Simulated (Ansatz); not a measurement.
# Li on Ta(100): change of the work function, part 5 of 5

Wanted: Δφ(θ) for Li/Ta(100), starting from the hollow site.

Ansatz 0.2.0; plane-wave DFT, LDA, Ansatz PAW (the session's first sound run).

So far, work function, upper face (eV): step 2 (the clean slab, LDA) 3.98; step 8 (the 0.25 ML cell at another level of theory, cutoff 500 eV, functional r2SCAN) 3.22; step 9 (the 0.25 ML cell at another level of theory, cutoff 420 eV, functional revpbe) 3.12; step 10 (the 0.25 ML cell at another level of theory, cutoff 1290 eV, functional PBE, PBE JTH) 3.22; step 11 (the 0.25 ML cell at another level of theory, cutoff 1034.03 eV, functional PBE, PBE norm-conserving) 3.22.

**13. A changed input: scf.algorithm = "density_mixing"**

This step: plane-wave DFT, LDA, Ansatz PAW (Ansatz 0.2.0).

System of this step: Li/Ta(100). The cell holds 6 atoms: 5 Ta and 1 Li. Its edges and angles: a = 3.310 Å, b = 3.310 Å, c = 26.306 Å, α = 90.0°, β = 90.0°, γ = 90.0°. Vacuum lies along c.

A run with a changed input: it repeats the earlier run at 1 ML with scf.algorithm to density_mixing.

Input file input.yaml:

```yaml
crystal:
  lattice:
    - [3.31, 0.0, 0.0]
    - [0.0, 3.31, 0.0]
    - [0.0, 0.0, 26.3055893984]
  atoms:
    - { symbol: Ta, position: [0.0, 0.0, 0.3421326116] }
    - { symbol: Ta, position: [0.5, 0.5, 0.4050469974] }
    - { symbol: Ta, position: [0.0, 0.0, 0.4651227798] }
    - { symbol: Ta, position: [0.5, 0.5, 0.5274061293] }
    - { symbol: Ta, position: [0.0, 0.0, 0.5789230301] }
    - { symbol: Li, position: [0.5, 0.5, 0.6578673884] }
kpoints:
  mp_grid: { grid: [9, 9, 1] }
hamiltonian:
  xc: lda
scf:
  occupations: { method: fermi_dirac, width: 0.1 }
  convergence: { dr2_threshold: 1.0e-08 }
  algorithm: density_mixing
efield:
  axis: 3
  dipole_correction: true
  ramp_position: 0.97
  ramp_width: 0.06
relax:
  f_tol: 0.02
  max_steps: 60
  constraints: [{ sites: [0, 1] }]
output:
  bader: true
  write_potential: true
  write_density: true
  volumetric_format: npy
```

Launch:

```sh
> ansatz run input.yaml --threads 8 --pin off --max-ram 12288MiB --backend cpu --events-out ev --progress --plain --runs-dir out
```

Numbers of over 12 decimals in the logs are rounded to 6 here.

The program printed:

```text
[...]
Crystal: 6 atoms, lattice volume = 288.207 Å³
Basis set: ecut = 420 eV, 5703 PW (Γ)
Bands: 41, of which v1, the nominal top of the filled ones, is band 34 counted from 1 (33 counted from 0)
Symmetry: 8 space group operations
[...]
k-points: 15 of 81
[...]
SCF iter   1: F=—  HF=-48611.206492 eV  |F-HF|=—  |Δ(HF+E_count)|=         —  Δρ=7.26e-3  dr2=1.65e0  ethr=1.77e-3  p=0.090 e·Å  D=5.63e-2 V/Å  ΔV_dip=-1.48 eV  dr2_dipole=9.23e-5  V_vac-E_F(+/−)=2.90/4.39 eV  ⟨swp⟩=9.6  Hψ=3034  notcnv=0
[...]
SCF iter   9: F=-48611.113509 eV  HF=-48611.113509 eV  |F-HF|=4.24e-9  |Δ(HF+E_count)|=   2.11e-8  Δρ=8.69e-7  dr2=8.43e-9  ethr=1.47e-11  p=0.068 e·Å  D=4.24e-2 V/Å  ΔV_dip=-1.12 eV  dr2_dipole=4.02e-10  V_vac-E_F(+/−)=3.07/4.19 eV  ⟨swp⟩=11.7  Hψ=4653  notcnv=0
SCF 1 converged in 9 iterations: F = -48611.113509 eV  dr2 = 8.43e-9
[...]
relax step   1: F+E_penalty+E_count = -48611.11350908 eV  Δ(F+E_penalty+E_count) = +0.000e0 eV  max|allowed force component| = 3.594e-1 eV/Å  Δτ_max = 0.0000 Å  (9 SCF iters, accepted)
[...]
SCF iter   1: F=—  HF=-48611.229499 eV  |F-HF|=—  |Δ(HF+E_count)|=         —  Δρ=8.07e-3  dr2=3.32e0  ethr=3.10e-3  p=0.068 e·Å  D=4.24e-2 V/Å  ΔV_dip=-1.12 eV  dr2_dipole=1.01e0  V_vac-E_F(+/−)=3.16/4.27 eV  ⟨swp⟩=3.7  Hψ=1367  notcnv=0
[...]
SCF iter  10: F=-48611.126347 eV  HF=-48611.126347 eV  |F-HF|=1.24e-10  |Δ(HF+E_count)|=   1.16e-9  Δρ=6.17e-7  dr2=1.54e-9  ethr=1.47e-11  p=0.055 e·Å  D=3.47e-2 V/Å  ΔV_dip=-0.91 eV  dr2_dipole=4.81e-11  V_vac-E_F(+/−)=3.27/4.18 eV  ⟨swp⟩=10.1  Hψ=4198  notcnv=0
SCF 2 converged in 10 iterations: F = -48611.126347 eV  dr2 = 1.54e-9
relax step   2: F+E_penalty+E_count = -48611.12634718 eV  Δ(F+E_penalty+E_count) = -1.284e-2 eV  max|allowed force component| = 5.076e-1 eV/Å  Δτ_max = 0.1915 Å  (10 SCF iters, accepted)
[...]
SCF iter   9: F=-48611.143348 eV  HF=-48611.143348 eV  |F-HF|=6.91e-10  |Δ(HF+E_count)|=   6.77e-9  Δρ=5.49e-7  dr2=2.81e-9  ethr=1.47e-11  p=0.060 e·Å  D=3.74e-2 V/Å  ΔV_dip=-0.98 eV  dr2_dipole=2.90e-13  V_vac-E_F(+/−)=3.21/4.19 eV  ⟨swp⟩=11.0  Hψ=4530  notcnv=0
SCF 3 converged in 9 iterations: F = -48611.143348 eV  dr2 = 2.81e-9
relax step   3: F+E_penalty+E_count = -48611.14334779 eV  Δ(F+E_penalty+E_count) = -1.700e-2 eV  max|allowed force component| = 1.287e-1 eV/Å  Δτ_max = 0.0777 Å  (9 SCF iters, accepted)
[...]
relax step   4: F+E_penalty+E_count = -48611.14408925 eV  Δ(F+E_penalty+E_count) = -7.415e-4 eV  max|allowed force component| = 2.355e-2 eV/Å  Δτ_max = 0.0142 Å  (8 SCF iters, accepted)
SCF iter   1: F=—  HF=-48611.144097 eV  |F-HF|=—  |Δ(HF+E_count)|=         —  Δρ=1.57e-4  dr2=1.08e-3  ethr=3.43e-5  p=0.059 e·Å  D=3.73e-2 V/Å  ΔV_dip=-0.98 eV  dr2_dipole=2.74e-4  V_vac-E_F(+/−)=3.21/4.19 eV  ⟨swp⟩=1.1  Hψ=857  notcnv=0
[...]
SCF iter   7: F=-48611.144137 eV  HF=-48611.144137 eV  |F-HF|=5.09e-11  |Δ(HF+E_count)|=  3.57e-10  Δρ=2.73e-7  dr2=4.18e-10  ethr=1.47e-11  p=0.059 e·Å  D=3.72e-2 V/Å  ΔV_dip=-0.98 eV  dr2_dipole=1.02e-11  V_vac-E_F(+/−)=3.21/4.19 eV  ⟨swp⟩=10.6  Hψ=4285  notcnv=0
SCF 5 converged in 7 iterations: F = -48611.144137 eV  dr2 = 4.18e-10
relax step   5: F+E_penalty+E_count = -48611.14413719 eV  Δ(F+E_penalty+E_count) = -4.794e-5 eV  max|allowed force component| = 6.375e-3 eV/Å  Δτ_max = 0.0055 Å  (7 SCF iters, accepted)
[...]
SCF converged after 7 iterations
Free energy (F): -48611.144137 eV
[...]
Internal energy: -48610.936652 eV  (E = F + TS)
E sigma→0 (E₀):  -48611.040395 eV
Entropy (-TS):   -0.207485 eV (-34.581 meV/atom)
Fermi energy:    3.681639 eV
Dipole field:    D = 0.037216 V/Å  (p = 0.059275 e·Å, saw-weighted, corrected)
Work function:   Φ+ = 3.2095 eV   Φ− = 4.1885 eV
[...]
--- Forces (eV/Å), atoms counted from 1 ---
  atom   1  Ta    -0.00000000     0.00000000     2.09213250
  atom   2  Ta    -0.00000000     0.00000000    -2.08696879
  atom   3  Ta    -0.00000000     0.00000000    -0.00459006
  atom   4  Ta    -0.00000000     0.00000000     0.00626692
  atom   5  Ta     0.00000000     0.00000000    -0.00637455
  atom   6  Li     0.00000000     0.00000000    -0.00070740
  max |Σ_I F_I| component: 2.41e-4 eV/Å
--- Band table (eV; the first three rows and the last of 15) ---
  k-point 0: bands = [... 30 lower, 3.6207, 3.9187, 4.1241, 4.1241, 4.3584, 4.3584, 4.7638, 4.7638, ... 3 higher]
  k-point 1: bands = [... 30 lower, 3.4164, 3.5022, 3.6722, 3.9097, 4.2370, 4.3659, 4.5615, 4.6849, ... 3 higher]
  k-point 2: bands = [... 30 lower, 2.8066, 3.0172, 3.3675, 3.7318, 3.7361, 4.2199, 4.5214, 4.8105, ... 3 higher]
  k-point 14: bands = [... 30 lower, 2.6052, 2.6620, 3.1282, 3.3191, 4.5099, 4.6398, 5.5299, 5.5712, ... 3 higher]
--- Relaxed structure (5 steps of the walk, 5 accepted, 0 SCFs on fresh bases) ---
  F+E_penalty+E_count = -48611.14413719 eV   max|allowed force component| = 6.375e-3 eV/Å
  atoms:
    - { symbol: Ta, position: [0.0, 0.0, 0.3421326116] }
    - { symbol: Ta, position: [0.500000, 0.500000, 0.405047] }
    - { symbol: Ta, position: [0, 0.0, 0.464814] }
    - { symbol: Ta, position: [0.500000, 0.500000, 0.527480] }
    - { symbol: Ta, position: [0, 0.0, 0.579204] }
    - { symbol: Li, position: [0.500000, 0.500000, 0.650482] }
--- Bader charges: 6 sites ---
  site symbol  charge [e]  shift [e]
     0     Ta     -0.1029     0.0000
     1     Ta      0.0388     0.0000
     2     Ta      0.1323     0.0000
     3     Ta     -0.0688     0.0002
     4     Ta     -0.7874     0.0007
     5     Li      0.7880     0.0004
  estimated error of the sums over rays = 8.7e-4 e
```

It took 20 s on 8 threads of Arm Neoverse V2, shared host; peak memory 0.79 GiB.

Relaxation path:

```csv
step,energy less that of the first step (eV),largest force component (eV/Å)
1,0.0000,0.3594
2,-0.0128,0.5076
3,-0.0298,0.1287
4,-0.0306,0.0235
5,-0.0306,0.0064
```

The run keeps the 8 symmetry operations that it works with, so distortions that break them were not tested.

The atoms that moved most (Å):

```csv
atom,dx,dy,dz,length
Li6,0.000,0.000,-0.194,0.194
Ta3,0.000,0.000,-0.008,0.008
Ta5,0.000,0.000,0.007,0.007
```

Final coordinates:

```xyz
6
Lattice="3.3100 0.0000 0.0000 0.0000 3.3100 0.0000 0.0000 0.0000 26.3056" Properties=species:S:1:pos:R:3
Ta    0.0000    0.0000    9.0000
Ta    1.6550    1.6550   10.6550
Ta    0.0000    0.0000   12.2272
Ta    1.6550    1.6550   13.8757
Ta    0.0000    0.0000   15.2363
Li    1.6550    1.6550   17.1113
```

This step gave:

| Quantity | Value |
| --- | --- |
| energy at zero smearing | -48611.0404 eV |
| work function, upper face | 3.209 eV |
| work function, lower face | 4.188 eV |
| dipole along the normal | 0.05927 e·Å |
| step between the vacuum levels | -0.9790 eV |

```csv
quantity,this run,earlier run,difference
"work function, upper face (eV)",3.209,3.209,0
"work function, lower face (eV)",4.188,4.188,0
dipole along the normal (e·Å),0.05927,0.05927,0
```

Nothing in the table moves by 0.01 in its unit (for the dipole 0.5 % and 5e-5 e·Å).

**14. The same run with other settings: magnetization = {"spin_polarized": true}**

This step: plane-wave DFT, LDA, Ansatz PAW, but for the change named below (Ansatz 0.2.0).

System of this step: Ta(100). The cell holds 5 atoms: 5 Ta. Its edges and angles: a = 3.310 Å, b = 3.310 Å, c = 24.620 Å, α = 90.0°, β = 90.0°, γ = 90.0°. Vacuum lies along c.

Another changed input: it repeats the earlier run at 0 ML with magnetization to spin_polarized: true.

input.yaml, the sections that differ from step 13:

```yaml
crystal:
  lattice:
    - [3.31, 0.0, 0.0]
    - [0.0, 3.31, 0.0]
    - [0.0, 0.0, 24.62]
  atoms:
    - { symbol: Ta, position: [0.0, 0.0, 0.3655564582] }
    - { symbol: Ta, position: [0.5, 0.5, 0.4327782291] }
    - { symbol: Ta, position: [0.0, 0.0, 0.5] }
    - { symbol: Ta, position: [0.5, 0.5, 0.5672217709] }
    - { symbol: Ta, position: [0.0, 0.0, 0.6344435418] }
scf:
  occupations: { method: fermi_dirac, width: 0.1 }
  convergence: { dr2_threshold: 1.0e-08 }
output:
  write_potential: true
  write_density: true
  volumetric_format: npy
magnetization:
  spin_polarized: true
# kpoints, hamiltonian, efield, relax: as in step 13
```

The program printed:

```text
band count auto-derived: 45 (N_el = 65.0; filled up to band 33; 39 by the electrons, moments and atoms)
[...]
Crystal: 5 atoms, lattice volume = 269.739 Å³
Basis set: ecut = 420 eV, 5323 PW (Γ)
Bands: 45, of which v1, the nominal top of the filled ones, is band 33 counted from 1 (32 counted from 0)
Symmetry: 8 space group operations
k-points: 15 of 81
[...]
SCF iter   1: F=—  HF=-48414.306642 eV  |F-HF|=—  |Δ(HF+E_count)|=         —  Δρ=2.32e-2 (↑2.32e-2 ↓2.32e-2)  dr2=7.14e1  dr2_m=0.00e0  M=0.000 μB ∫|m|=0.000 μB  β_m=0.30  ethr=3.10e-3  p=-0.000 e·Å  D=-3.91e-14 V/Å  ΔV_dip=0.00 eV  dr2_dipole=8.68e-9  V_vac-E_F(+/−)=7.45/7.45 eV  ⟨swp⟩=8.9  Hψ=3333  notcnv=0
[...]
spin=Collinear: LDOS preconditioning applied to the charge; magnetization (m = ρ↑ − ρ↓) channel mixes plain (no charge-response kernel on spin).
SCF iter   2: F=—  HF=-48401.735946 eV  |F-HF|=—  |Δ(HF+E_count)|=    1.26e1  Δρ=3.38e-2 (↑3.33e-2 ↓3.38e-2)  dr2=1.37e1  dr2_m=2.47e0  M=9.442 μB ∫|m|=9.442 μB  ethr=3.10e-3  p=0.000 e·Å  D=1.56e-5 V/Å  ΔV_dip=-0.00 eV  dr2_dipole=1.00e-8  V_vac-E_F(+/−)=3.70/3.70 eV  ⟨swp⟩=5.3  Hψ=1756  notcnv=0  defer=23
[...]
SCF iter   3: F=—  HF=-48406.928821 eV  |F-HF|=—  |Δ(HF+E_count)|=         —  Δρ=2.26e-2 (↑2.26e-2 ↓1.99e-2)  dr2=1.25e0  dr2_m=9.17e-1  M=3.705 μB ∫|m|=3.705 μB  β_m=0.30  ethr=3.10e-3  p=0.000 e·Å  D=1.56e-5 V/Å  ΔV_dip=-0.00 eV  dr2_dipole=4.30e-8  V_vac-E_F(+/−)=3.86/3.86 eV  ⟨swp⟩=5.2  Hψ=2649  notcnv=0  defer=20
density mixer auto → msr1: a metal under ldos (density of states about μ 2.24 of a free-electron gas's, 44 screened modes)
SCF iter   4: F=—  HF=-48407.370549 eV  |F-HF|=—  |Δ(HF+E_count)|=   4.42e-1  Δρ=1.81e-2 (↑1.81e-2 ↓1.61e-2)  dr2=4.29e-1  dr2_m=6.33e-1  M=2.926 μB ∫|m|=2.929 μB  β_m=0.65  ethr=1.92e-3  p=0.000 e·Å  D=9.37e-6 V/Å  ΔV_dip=-0.00 eV  dr2_dipole=1.94e-8  V_vac-E_F(+/−)=3.87/3.87 eV  ⟨swp⟩=2.2  Hψ=1803  notcnv=0  defer=36
[...]
SCF iter  12: F=-48408.497364 eV  HF=-48408.497364 eV  |F-HF|=4.39e-9  |Δ(HF+E_count)|=   1.35e-8  Δρ=6.15e-7 (↑6.15e-7 ↓6.15e-7)  dr2=7.72e-9  dr2_m=0.00e0  M=0.000 μB ∫|m|=0.000 μB  ethr=1.54e-11  p=-0.000 e·Å  D=-3.13e-9 V/Å  ΔV_dip=0.00 eV  dr2_dipole=1.70e-14  V_vac-E_F(+/−)=4.19/4.19 eV  ⟨swp⟩=2.0  Hψ=1928  notcnv=0
SCF 1 converged in 12 iterations: F = -48408.497364 eV  dr2 = 7.72e-9
[...]
the input gives no starting moments: this run first made a single point of its starting geometry. This run's own SCFs start from that state's density, with no starting moments from it.
[...]
SCF iter   1: F=—  HF=-48408.497297 eV  |F-HF|=—  |Δ(HF+E_count)|=         —  Δρ=1.06e-6 (↑1.06e-6 ↓1.06e-6)  dr2=1.67e-8  dr2_m=0.00e0  M=0.000 μB ∫|m|=0.000 μB  β_m=0.30  ethr=4.00e-6  p=-0.000 e·Å  D=-3.13e-9 V/Å  ΔV_dip=0.00 eV  dr2_dipole=5.51e-12  V_vac-E_F(+/−)=4.19/4.19 eV  ⟨swp⟩=3.7  Hψ=4524  notcnv=0
[...]
eigensolver tolerance schedule: the retry pair's looser diagonalisation over-reported the residual by 156022.75 of it (diagonalisation noise at an unbounded share of the residual, at the tolerance the schedule requests for it); recorded, not acted on — ethr = c·dr2/N_el stays at c = 1.0e-1
[...]
SCF iter   2: F=—  HF=-48408.497364 eV  |F-HF|=—  |Δ(HF+E_count)|=   6.66e-5  Δρ=4.13e-7 (↑4.13e-7 ↓4.13e-7)  dr2=3.47e-9  dr2_m=0.00e0  M=0.000 μB ∫|m|=0.000 μB  β_m=0.30  ethr=1.54e-11  p=-0.000 e·Å  D=-2.53e-8 V/Å  ΔV_dip=0.00 eV  dr2_dipole=3.02e-14  V_vac-E_F(+/−)=4.19/4.19 eV  ⟨swp⟩=7.8  Hψ=5591  notcnv=0
[...]
SCF iter   3: F=-48408.497364 eV  HF=-48408.497364 eV  |F-HF|=4.95e-10  |Δ(HF+E_count)|=  5.82e-11  Δρ=2.62e-7 (↑2.62e-7 ↓2.62e-7)  dr2=1.22e-9  dr2_m=0.00e0  M=0.000 μB ∫|m|=0.000 μB  ethr=5.33e-12  p=-0.000 e·Å  D=-1.12e-8 V/Å  ΔV_dip=0.00 eV  dr2_dipole=1.46e-13  V_vac-E_F(+/−)=4.19/4.19 eV  ⟨swp⟩=6.7  Hψ=3372  notcnv=0
SCF 2 converged in 3 iterations: F = -48408.497364 eV  dr2 = 1.22e-9
relax step   1: F+E_penalty+E_count = -48408.49736406 eV  Δ(F+E_penalty+E_count) = +0.000e0 eV  max|allowed force component| = 2.084e0 eV/Å  Δτ_max = 0.0000 Å  (3 SCF iters, accepted)
[...]
SCF iter   1: F=—  HF=-48408.972621 eV  |F-HF|=—  |Δ(HF+E_count)|=         —  Δρ=5.86e-3 (↑5.86e-3 ↓5.86e-3)  dr2=2.27e0  dr2_m=0.00e0  M=0.000 μB ∫|m|=0.000 μB  β_m=0.30  ethr=3.10e-3  p=0.000 e·Å  D=2.88e-7 V/Å  ΔV_dip=-0.00 eV  dr2_dipole=3.05e-1  V_vac-E_F(+/−)=4.28/4.28 eV  ⟨swp⟩=5.5  Hψ=1836  notcnv=0  defer=9
[...]
SCF iter  10: F=-48408.798462 eV  HF=-48408.798462 eV  |F-HF|=9.90e-10  |Δ(HF+E_count)|=   2.27e-9  Δρ=1.50e-7 (↑1.50e-7 ↓1.50e-7)  dr2=1.21e-9  dr2_m=0.00e0  M=0.000 μB ∫|m|=0.000 μB  ethr=1.54e-11  p=0.013 e·Å  D=8.77e-3 V/Å  ΔV_dip=-0.22 eV  dr2_dipole=8.79e-11  V_vac-E_F(+/−)=3.98/4.20 eV  ⟨swp⟩=9.1  Hψ=3775  notcnv=0
SCF 3 converged in 10 iterations: F = -48408.798462 eV  dr2 = 1.21e-9
[...]
relax step   2: F+E_penalty+E_count = -48408.79846176 eV  Δ(F+E_penalty+E_count) = -3.011e-1 eV  max|allowed force component| = 6.501e-1 eV/Å  Δτ_max = 0.1949 Å  (10 SCF iters, accepted)
SCF iter   1: F=—  HF=-48409.124223 eV  |F-HF|=—  |Δ(HF+E_count)|=         —  Δρ=6.79e-3 (↑6.79e-3 ↓6.79e-3)  dr2=4.57e0  dr2_m=0.00e0  M=0.000 μB ∫|m|=0.000 μB  β_m=0.30  ethr=3.10e-3  p=0.013 e·Å  D=8.77e-3 V/Å  ΔV_dip=-0.22 eV  dr2_dipole=6.42e-1  V_vac-E_F(+/−)=4.02/4.24 eV  ⟨swp⟩=6.1  Hψ=1991  notcnv=0  defer=7
[...]
SCF iter  10: F=-48408.883569 eV  HF=-48408.883569 eV  |F-HF|=5.17e-10  |Δ(HF+E_count)|=   3.09e-9  Δρ=1.96e-7 (↑1.96e-7 ↓1.96e-7)  dr2=1.23e-9  dr2_m=0.00e0  M=0.000 μB ∫|m|=0.000 μB  ethr=1.54e-11  p=0.013 e·Å  D=8.98e-3 V/Å  ΔV_dip=-0.22 eV  dr2_dipole=1.30e-12  V_vac-E_F(+/−)=3.98/4.20 eV  ⟨swp⟩=9.1  Hψ=4308  notcnv=0
SCF 4 converged in 10 iterations: F = -48408.883569 eV  dr2 = 1.23e-9
relax step   3: F+E_penalty+E_count = -48408.88356864 eV  Δ(F+E_penalty+E_count) = -8.511e-2 eV  max|allowed force component| = 4.219e-1 eV/Å  Δτ_max = 0.1950 Å  (10 SCF iters, accepted)
[...]
relax step   4: F+E_penalty+E_count = -48408.89031520 eV  Δ(F+E_penalty+E_count) = -6.747e-3 eV  max|allowed force component| = 4.961e-2 eV/Å  Δτ_max = 0.0317 Å  (7 SCF iters, accepted)
SCF iter   1: F=—  HF=-48408.890391 eV  |F-HF|=—  |Δ(HF+E_count)|=         —  Δρ=1.19e-4 (↑1.19e-4 ↓1.19e-4)  dr2=4.03e-4  dr2_m=0.00e0  M=0.000 μB ∫|m|=0.000 μB  β_m=0.30  ethr=2.96e-5  p=0.013 e·Å  D=8.61e-3 V/Å  ΔV_dip=-0.21 eV  dr2_dipole=4.35e-6  V_vac-E_F(+/−)=3.99/4.20 eV  ⟨swp⟩=1.5  Hψ=929  notcnv=0  defer=14
[...]
SCF iter   6: F=-48408.890431 eV  HF=-48408.890431 eV  |F-HF|=6.48e-10  |Δ(HF+E_count)|=   2.12e-8  Δρ=2.82e-7 (↑2.82e-7 ↓2.82e-7)  dr2=1.29e-9  dr2_m=0.00e0  M=0.000 μB ∫|m|=0.000 μB  ethr=1.54e-11  p=0.013 e·Å  D=8.66e-3 V/Å  ΔV_dip=-0.21 eV  dr2_dipole=4.73e-11  V_vac-E_F(+/−)=3.98/4.20 eV  ⟨swp⟩=9.5  Hψ=4078  notcnv=0
SCF 6 converged in 6 iterations: F = -48408.890431 eV  dr2 = 1.29e-9
relax step   5: F+E_penalty+E_count = -48408.89043133 eV  Δ(F+E_penalty+E_count) = -1.161e-4 eV  max|allowed force component| = 4.111e-3 eV/Å  Δτ_max = 0.0051 Å  (6 SCF iters, accepted)
[...]
SCF converged after 6 iterations
Magnetization: 0.0000 μB (32.5000 up, 32.5000 down)
Absolute magnetization: 0.0000 μB (∫|ρ↑−ρ↓|)
[...]
Per-site moments (μB) at R_I (Å): [(0.0, 1.182449), (0.0, 1.164939), (0.0, 1.164939), (0.0, 1.115625), (0.0, 1.115625)]
Free energy (F): -48408.890431 eV
[...]
Internal energy: -48408.733887 eV  (E = F + TS)
E sigma→0 (E₀):  -48408.812159 eV
Entropy (-TS):   -0.156545 eV (-31.309 meV/atom)
Fermi energy:    3.606982 eV
Dipole field:    D = 0.008656 V/Å  (p = 0.012904 e·Å, saw-weighted, corrected)
Work function:   Φ+ = 3.9827 eV   Φ− = 4.1959 eV
[...]
--- Forces (eV/Å), atoms counted from 1 ---
  atom   1  Ta    -0.00000000     0.00000000     2.05696521
  atom   2  Ta    -0.00000000     0.00000000    -2.06105597
  atom   3  Ta    -0.00000000     0.00000000    -0.00343740
  atom   4  Ta    -0.00000000     0.00000000     0.00411084
  atom   5  Ta    -0.00000000     0.00000000     0.00330834
  max |Σ_I F_I| component: 1.09e-4 eV/Å
--- Band table (eV; the first three rows and the last of 30) ---
  k-point 0 ↑: bands = [... 29 lower, 3.7135, 3.7927, 4.0498, 4.0498, 4.2958, 4.2958, 4.6749, 4.6749, ... 8 higher]
  k-point 1 ↑: bands = [... 29 lower, 3.3089, 3.6050, 3.6114, 4.0170, 4.1517, 4.3026, 4.4593, 4.7970, ... 8 higher]
  k-point 2 ↑: bands = [... 29 lower, 2.9385, 2.9547, 3.3948, 3.6568, 4.1227, 4.1550, 4.6955, 5.2072, ... 8 higher]
  k-point 14 ↓: bands = [... 29 lower, 2.5746, 2.6175, 3.2371, 3.4018, 5.2366, 5.3658, 5.6153, 5.6165, ... 8 higher]
--- Relaxed structure (5 steps of the walk, 5 accepted, 0 SCFs on fresh bases) ---
  F+E_penalty+E_count = -48408.89043133 eV   max|allowed force component| = 4.111e-3 eV/Å
  atoms:
    - { symbol: Ta, position: [0.0, 0.0, 0.3655564582] }
    - { symbol: Ta, position: [0.5, 0.5, 0.4327782291] }
    - { symbol: Ta, position: [0, 0.0, 0.496967] }
    - { symbol: Ta, position: [0.5, 0.5, 0.563515] }
    - { symbol: Ta, position: [0, 0.0, 0.618559] }
```

It took 13 s on 8 threads; peak memory 0.87 GiB.

Step by step:

```csv
step,energy less that of the first step (eV),largest force component (eV/Å)
1,0.0000,2.0843
2,-0.3011,0.6501
3,-0.3862,0.4219
4,-0.3930,0.0496
5,-0.3931,0.0041
```

Forces are held to the 8 operations that the run works with; a distortion that breaks them can't arise in this run.

The atoms that moved most (Å):

```csv
atom,dx,dy,dz,length
Ta5,0.000,0.000,-0.391,0.391
Ta4,0.000,0.000,-0.091,0.091
Ta3,0.000,0.000,-0.075,0.075
```

The relaxed structure:

```
Ta
1.0
     3.31000    0.00000    0.00000
     0.00000    3.31000    0.00000
     0.00000    0.00000   24.62000
Ta
5
Direct
  0.00000 0.00000 0.36556
  0.50000 0.50000 0.43278
  0.00000 0.00000 0.49697
  0.50000 0.50000 0.56351
  0.00000 0.00000 0.61856
```

This step gave:

| Quantity | Value |
| --- | --- |
| energy at zero smearing | -48408.8122 eV |
| work function, upper face | 3.983 eV |
| work function, lower face | 4.196 eV |
| dipole along the normal | 0.01290 e·Å |
| step between the vacuum levels | -0.2131 eV |

```csv
quantity,this run,earlier run,difference
"work function, upper face (eV)",3.983,3.983,-2.3e-4
"work function, lower face (eV)",4.196,4.196,1.5e-4
dipole along the normal (e·Å),0.01290,0.01288,2.3e-5
```

Nothing in the table moves by 0.01 in its unit (for the dipole 0.5 % and 5e-5 e·Å). The run took 48 SCF cycles against 42.

**15. Outcome**

| Property | Result |
| --- | --- |
| work function of the clean face | 3.98 eV |
| work function at 0.11 ML | 3.72 eV |
| work function at 0.25 ML | 3.39 eV |
| work function at 0.5 ML | 2.99 eV |
| work function at 1 ML | 3.21 eV |
| dipole per adsorbate at 0.11 ML, positive end outwards | 0.68 D |

**Reading.** Li lowers the work function of Ta(100) at the lowest coverage, by 0.26 eV: the adsorbate layer has its positive end outwards. The dipole per adsorbate falls from 0.68 to 0.22 D as the layer fills. Neighbouring dipoles depolarise each other, and heights and bonding change with coverage too. The work function passes a minimum near 0.5 ML among the coverages run and rises again. The slab has 5 layers, at the tabulated experimental lattice constant, one starting site was run, and quantum-size effects of a slab this thin can reach one or two tenths of an eV.

[Logs are printed without paths, hosts, clocks, repeated set-up lines and the standing remarks that a program may print on its own settings, such as how far it seeks lower states.]

[Hosts, paths, dates, database ids (printed as entryN), source tags and the programs' standing remarks are cut or masked in the printed files.]

[Maps of the electrostatic potential energy from Ansatz leave out the sawtooth potential of an applied field or a dipole correction, so their vacuum need not be flat; planar profiles and work functions include it.]
